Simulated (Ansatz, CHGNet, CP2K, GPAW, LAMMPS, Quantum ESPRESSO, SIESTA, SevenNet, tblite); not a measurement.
**A faulty SIESTA run on glassy 76SiO2-24K2O (mol %) (114 atoms)**

Program: SIESTA 5.4.2, a calculation on a cell of 29 Si, 18 K and 67 O, 16.3 Å³ an atom.

The input, input.fdf:

```
SystemLabel cell
NumberOfAtoms 114
NumberOfSpecies 3
%block ChemicalSpeciesLabel
  1 14 Si
  2 19 K
  3 8 O
%endblock ChemicalSpeciesLabel
LatticeConstant 1.0 Ang
%block LatticeVectors
  12.29903 0.00000 0.00000
  0.00000 12.29903 0.00000
  0.00000 0.00000 12.29903
%endblock LatticeVectors
PAO.BasisSize QZ3P
PAO.EnergyShift 0.01 Ry
XC.Functional GGA
XC.Authors PBE
MeshCutoff 500 Ry
%block kgrid_Monkhorst_Pack
  1 0 0 0.0
  0 1 0 0.0
  0 0 1 0.0
%endblock kgrid_Monkhorst_Pack
SolutionMethod diagon
OccupationFunction FD
ElectronicTemperature 580 K
SCF.Mixer.Method Pulay
SCF.Mixer.Weight 0.15
SCF.Mixer.History 8
SCF.Mix Hamiltonian
MaxSCFIterations 60
SCF.DM.Tolerance 1e-04
SCF.H.Tolerance 1.0e-3 eV
WriteForces T
Write.HirshfeldPop T
Write.VoronoiPop T
Write.DM F
Write.H F
XML.Write F
AtomicCoordinatesFormat Fractional
%block AtomicCoordinatesAndAtomicSpecies
  0.58402 0.63290 0.39146 1
  0.11988 0.97684 0.33943 1
  0.01006 0.78031 0.45872 1
  0.36591 0.09351 0.61464 1
  0.37912 0.46184 0.85818 1
  0.16153 0.33148 0.86432 1
  0.29324 0.14863 0.98352 1
  0.50178 0.51206 0.19957 1
  0.37832 0.69907 0.51213 1
  0.99107 0.26535 0.68137 1
[... 100 atom lines left out ...]
  0.97457 0.44808 0.13182 3
  0.20193 0.53006 0.33350 3
  0.87014 0.57152 0.56819 3
  0.07252 0.26570 0.16234 3
%endblock AtomicCoordinatesAndAtomicSpecies
```

On the command line:

```
OMP_NUM_THREADS=1 mpirun -np 4 siesta < input.fdf > output.txt
```

Output:

```text
Version         : 5.4.2
reinit: System Name:
reinit: System Label: cell
initatom: Reading input for the pseudopotentials and atomic orbitals ----------
Species number:   1 Atomic number:   14 Label: Si
Species number:   2 Atomic number:   19 Label: K
Species number:   3 Atomic number:    8 Label: O
size_name: Incorrect basis-size option specified, active options are:
  SZ or MINIMAL
  SZP, SZSP, SZ1P, SZP1
  DZ
  DZP, DZSP, DZP1, DZ1P or STANDARD
  DZDP, DZP2, DZ2P
  TZ
  TZP, TZSP, TZP1, TZ1P
  TZDP, TZP2, TZ2P
  TZTP, TZP3, TZ3P
stopping program
Stopping Program from Node:    0
stopping program
Stopping Program from Node:    0
```

Run time: 0.5 s. Hardware: 4 MPI ranks of Arm Neoverse V1, shared host; peak memory 0.58 GiB.

Banners, paths, timers and routine set-up lines are dropped from the logs unmarked, and long logs keep their key lines alone; longer cuts are marked.

Q: Find the fault and mend it.

An unknown basis size: basis QZ3P. The sound run has basis DZP.

The program stopped at the start.

[Also dropped from logs without a mark: logging warnings of Python, and SIESTA's first energy breakdown and zero terms.]

[Logs are printed without paths, hosts, clocks, repeated set-up lines and the standing remarks that a program may print on its own settings, such as how far it seeks lower states.]

[Hosts, paths, dates, database ids (printed as entryN), source tags and the programs' standing remarks are cut or masked in the printed files.]
